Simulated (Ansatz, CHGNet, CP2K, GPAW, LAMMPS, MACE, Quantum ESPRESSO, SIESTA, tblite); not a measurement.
# tblite runs on glassy 62SiO2-21K2O-18CaO (mol %) (110 atoms)

Wanted: tblite inputs and outputs for glassy 62SiO2-21K2O-18CaO (mol %) (110 atoms), checked against a plane-wave reference.

Main program and level: tblite 0.8.0; the method is named at each step.

## (1) The structure

The cell holds 110 atoms: 24 Si, 16 K, 7 Ca and 63 O. Its edges and angles: a = 11.833 Å, b = 11.833 Å, c = 11.833 Å, α = 90.0°, β = 90.0°, γ = 90.0°. 110 atoms (24 Si, 16 K, 7 Ca, 63 O) placed at random at 2.52 g/cm³, melted at 4000 K for 10 ps at fixed volume with the Morse and Coulomb pair potential with partial charges (Pedone, Malavasi, Menziani, Cormack and Segre, J. Phys. Chem. B 110, 11780 (2006)). Quenched from 4000 K to 300 K at 10 K/ps and fixed volume, held 10 ps at zero pressure.

The yardstick, on the same geometry:

| Property | Result |
| --- | --- |
| method | Kohn-Sham DFT, PBE, SSSP efficiency 1.3.0 pseudopotentials, plane waves (Quantum ESPRESSO 7.5); sssp-pbe-1.3.0-efficiency, cutoffs 60/480 Ry, Γ point |
| r.m.s. force component | 1.454 eV/Å |
| longest force | 6.839 eV/Å |
| pressure | 6.529 GPa |
| gap (highest filled to lowest empty level) | 2.231 eV |
| time | 13 min on 2 MPI ranks of Arm Neoverse V2, shared host |
| CPU time | 25 min |

## (2) GFN1-xTB

Method: GFN1-xTB tight binding, diagonalisation.

run.py reads:

```python
import numpy as np
from ase.io import read
from tblite.ase import TBLite

atoms = read("structure.xyz")
atoms.calc = TBLite(method="GFN1-xTB", electronic_temperature=580, accuracy=1.0, max_iterations=250, mixer_damping=0.4, verbosity=1)
energy = atoms.get_potential_energy()
forces = atoms.get_forces()
print(f"energy {energy:.6f} eV")
print("forces (eV/A)")
for i, (a, f) in enumerate(zip(atoms, forces)):
    print(f"{i:4d} {a.symbol:2s} {f[0]:10.5f} {f[1]:10.5f} {f[2]:10.5f}")
stress = -atoms.get_stress(voigt=False) * 160.21766
print("stress (GPa, compression positive)")
for row in stress:
    print(" ".join(f"{x:10.4f}" for x in row))
print("charges (e)")
print(np.array2string(atoms.get_charges(), precision=4, suppress_small=True, max_line_width=110, threshold=100000))
```

structure.xyz reads:

```xyz
110
Lattice="11.83285 0.00000 0.00000 0.00000 11.83285 0.00000 0.00000 0.00000 11.83285" Properties=species:S:1:pos:R:3 pbc="T T T"
Si 11.16749 5.48453 2.37225
Si 2.00164 9.28346 4.69658
Si 11.36770 11.15672 3.90247
Si 3.30314 7.13296 8.47516
Si 4.58097 9.40806 10.26370
Si 6.77620 1.68358 0.33025
Si 10.51929 10.34333 1.01088
Si 3.41236 5.76911 2.54548
Si 11.80339 11.38924 10.20926
Si 9.91889 7.46393 7.27803
Si 7.09308 2.34870 4.52796
Si 6.10717 6.61728 1.14897
Si 10.86575 7.50877 11.75771
Si 4.83845 0.62383 3.08932
Si 3.44774 2.05560 7.74070
Si 9.99521 4.66711 8.60438
Si 0.11679 6.84483 5.08245
Si 8.13520 4.48903 2.30883
Si 4.02767 11.34865 5.85560
Si 8.95037 3.39757 11.19944
Si 5.42240 4.13203 6.60320
Si 4.16859 2.96626 1.34622
Si 4.30668 6.62912 5.27792
Si 0.45000 8.27826 9.25814
K 1.65956 4.78449 7.58190
K 10.60129 3.30219 4.90389
K 0.83930 10.88883 7.18159
K 1.09643 2.10802 1.15879
K 6.17651 11.77913 8.82790
K 7.31495 6.81489 9.46794
K 10.20974 0.75150 6.52712
K 5.92222 8.55006 7.22064
K 8.64129 9.86162 9.73181
K 8.06705 10.60626 6.09084
K 7.90837 6.32324 5.11144
K 10.23400 1.98023 1.94958
K 7.61657 2.16861 8.07391
K 1.77587 3.39567 4.54121
K 1.80534 5.07617 11.03626
K 8.97403 7.83429 2.54560
Ca 3.52725 0.70074 10.80434
Ca 8.00161 11.46023 3.31710
Ca 0.07194 2.39118 9.46297
Ca 5.02565 9.02598 2.80107
Ca 5.04032 4.43838 9.98243
Ca 6.77774 10.28322 0.54703
Ca 2.03643 8.45599 1.07833
O 7.69431 3.52430 3.53305
O 3.34420 5.77171 9.23767
O 4.48926 2.05572 8.99143
O 1.24801 7.95381 5.27059
O 6.09676 4.56227 7.97806
O 9.91498 3.32823 7.72815
O 10.71571 11.07590 11.42343
O 11.09353 8.87345 0.82333
O 6.61870 8.10609 1.29108
[... 50 atom lines left out ...]
O 5.65669 11.16063 2.61672
O 2.69197 8.97368 3.30775
O 11.08490 6.21662 0.91586
O 8.95735 10.26654 1.42681
```

Command:

```bash
$ OMP_NUM_THREADS=1 python run.py > output.txt
```

The log of the run:

```text
------------------------------------------------------------
  cycle        total energy    energy error   density error
------------------------------------------------------------
      1     -329.7043761362  -3.3168047E+02   1.0407458E+00
      2      553.3508685314   8.8305524E+02   1.6285205E+00
      3     -111.3477208091  -6.6469859E+02   1.0300238E+00
      4     -250.4927604972  -1.3914504E+02   6.0430103E-01
      5     -332.2805117240  -8.1787751E+01   2.7707428E-01
      6     -357.6228666765  -2.5342355E+01   1.0884566E-01
      7     -356.6498435228   9.7302315E-01   1.0501025E-01
      8     -360.4477391179  -3.7978956E+00   1.9134589E-02
      9     -360.4037478957   4.3991222E-02   1.4693271E-02
     10     -360.3789786419   2.4769254E-02   1.4618893E-02
     11     -360.4445683478  -6.5589706E-02   5.6978394E-03
     12     -360.4564061220  -1.1837774E-02   1.9602620E-03
     13     -360.4558586276   5.4749438E-04   1.4803758E-03
     14     -360.4563835088  -5.2488117E-04   7.4693407E-04
     15     -360.4564124163  -2.8907521E-05   5.4098645E-04
     16     -360.4564700097  -5.7593402E-05   1.8067643E-04
     17     -360.4564730476  -3.0378437E-06   1.1505381E-04
     18     -360.4564772540  -4.2064663E-06   2.4132832E-05
     19     -360.4564772077   4.6324715E-08   1.5593170E-05
------------------------------------------------------------
 total:                                   5.938 sec
energy -9808.520346 eV
forces (eV/A)
   0 Si    0.00451    1.75500    0.02871
   1 Si    0.07862   -0.68940   -0.70079
   2 Si    0.43136    2.69345   -0.65366
   3 Si   -0.02617   -0.43868   -1.96537
   4 Si    0.18218   -0.58905   -0.34678
   5 Si   -0.97615    0.17991    1.47481
   6 Si   -1.62244    0.43828    0.61857
   7 Si    2.28764   -1.21566   -1.48544
   8 Si   -1.64286   -2.60033   -1.13010
   9 Si   -0.18302    2.85438   -2.20356
  10 Si   -0.48204    1.10007   -0.03327
  11 Si    1.06086   -0.25403    0.26244
  12 Si   -1.55372   -0.96914    1.36244
  13 Si    0.09326   -2.06697    1.33045
  14 Si    3.50356   -0.91999   -0.47668
  15 Si    1.98723   -2.14149    0.96182
  16 Si    2.60457   -2.67644   -2.84394
  17 Si    0.98488    0.46794    0.09842
  18 Si   -3.76057    0.35120   -0.62204
  19 Si   -1.07685    0.60619   -0.59646
  20 Si    0.31034    0.03194    1.24355
  21 Si    1.46388    0.07739    0.67242
  22 Si   -0.16301    3.17384    2.46571
  23 Si    0.30171    0.32041    1.02293
[...]
102 O     2.05550    0.16597   -0.99358
 103 O    -3.81527   -0.80964    1.18642
 104 O     0.72670    0.18016    0.64833
 105 O    -0.73094    0.28422    1.40712
 106 O     0.83241   -2.24415   -0.90804
 107 O     1.21515   -0.05482   -2.09330
 108 O     0.24116    0.18113   -0.69283
 109 O    -1.70528    0.33211    0.22815
stress (GPa, compression positive)
    9.3562     1.0946    -1.0014
    1.0946     7.1346    -2.2579
   -1.0014    -2.2579     4.1389
charges (e)
[ 0.7383  0.743   0.6887  0.7352  0.6897  0.728   0.7288  0.7367  0.7069  0.7335  0.7304  0.7159  0.7311
  0.7446  0.7084  0.7194  0.7347  0.7646  0.7257  0.749   0.7375  0.7326  0.7499  0.7631  0.2269  0.3239
  0.2269  0.2102  0.1819  0.2137  0.2855  0.2634  0.2311  0.276   0.3177  0.232   0.239   0.2742  0.1272
  0.1821  1.1957  1.2082  1.217   1.1918  1.2155  1.1873  1.209  -0.3753 -0.5495 -0.5678 -0.3548 -0.559
 -0.6121 -0.4023 -0.3951 -0.5626 -0.3994 -0.5767 -0.3506 -0.3571 -0.344  -0.4011 -0.5914 -0.5087 -0.5729
 -0.3988 -0.4222 -0.3909 -0.5642 -0.5785 -0.3823 -0.3857 -0.3599 -0.4107 -0.6156 -0.4069 -0.4001 -0.3757
 -0.5981 -0.6261 -0.5668 -0.528  -0.3901 -0.5627 -0.5725 -0.6071 -0.4373 -0.5411 -0.5492 -0.4128 -0.5935
 -0.3488 -0.5378 -0.3376 -0.3917 -0.3933 -0.575  -0.3905 -0.5457 -0.4137 -0.3844 -0.5534 -0.3982 -0.5893
 -0.3754 -0.3836 -0.5451 -0.5137 -0.3776 -0.5592]
```

The job ended after 6.6 s (1 thread of Arm Neoverse V2, shared host; peak memory 0.14 GiB).

Banners, paths, timers and routine set-up lines are dropped from the logs unmarked, and long logs keep their key lines alone; longer cuts are marked.

Numbers from this run, and their distance from the reference:

| Property | Result |
| --- | --- |
| r.m.s. force component | 1.791 eV/Å |
| r.m.s. difference of force components | 1048 meV/Å |
| longest difference of force vectors | 8651 meV/Å |
| force difference over r.m.s. force | 72.03 % |
| slope of forces against the reference's | 0.9985 |
| correlation of force components | 0.811 |
| pressure | 6.877 GPa |
| pressure difference | 0.3473 GPa |

Length of the force difference by element (eV/Å):

```
element  atoms  mean  most
     Ca      7  0.68   1.8
      K     16   3.5   8.7
      O     63  0.47  0.97
     Si     24   1.1   2.3
```

Local excerpt of 9 atoms (numbers count through the whole input) about Ca43, one of the 7 Ca atoms; x, y, z are measured from there.

```
atom      x      y      z  distance (Å)  bonds  Mulliken charge (e)     Fx     Fy  Fz (eV/Å)
Ca43   0.00   0.00   0.00          0.00      6                 1.22  -0.50   0.29      -0.17
 O99   1.98  -0.10  -1.24          2.33      3                -0.55  -6.24   1.15       1.92
 O88  -1.60   0.29   1.68          2.34      4                -0.54   3.92  -2.18       0.22
 O65  -0.40   2.32  -0.28          2.37      4                -0.57   1.37  -0.59       0.41
 O91  -0.91  -2.25  -0.51          2.48      5                -0.59  -0.75   0.99      -1.38
 O93   1.05  -1.99   1.27          2.58      4                -0.54   3.29   2.68       1.15
 O53  -1.99   0.94  -1.73          2.80      5                -0.61  -0.35  -1.42      -1.66
 Si9  -0.10  -2.83   0.75          2.93      4                 0.71  -1.64  -2.60      -1.13
Si16  -1.91   2.28  -0.86          3.09      4                 0.72   1.99  -2.14       0.96
```

Atoms are counted from 1 here, from 0 in the log.

Forces lie 72 % from the reference's, at 0.0044 times its CPU time (on 1 against 2 cores).

The difference per atom is largest on K (3.5 eV/Å on average, against 1.1 on Si).

## (3) Results

| Item | Value |
| --- | --- |
| force difference from the reference | tblite GFN1-xTB, 72 % |
| its CPU time | 6.6 s |

**Reading.** Tight binding differs by 72 % (tblite GFN1-xTB); it is another model, with fitted parameters of its own, and the xTB methods hold dispersion. One electronic-structure run takes under half the reference's CPU time: tblite GFN1-xTB, at 72 % in 6.6 s against 25 min, too far off to be of use. Periodic xTB results under one method name differ between programs and library versions. The reference's pressure holds the uncorrected Pulay stress of its 60 Ry basis, so small pressure differences, and their order, may be the reference's own error. The quench rate of 10 K/ps is many orders above laboratory rates, so the cell is likely richer in defects and strain than a real sample. The network of bonds at the start is that of the classical potential that made the cell, and needn't be the one that DFT or experiment would give. The reference's stress is far from hydrostatic: its diagonal is 8.6, 6.5, 4.5 GPa, compression counted positive. The electronic-structure runs sample only Γ, in a cell whose shortest periodic width is 12 Å.

[Also dropped from logs without a mark: logging warnings of Python, and SIESTA's first energy breakdown and zero terms.]

[Logs are printed without paths, hosts, clocks, repeated set-up lines and the standing remarks that a program may print on its own settings, such as how far it seeks lower states.]

[Hosts, paths, dates, database ids (printed as entryN), source tags and the programs' standing remarks are cut or masked in the printed files.]
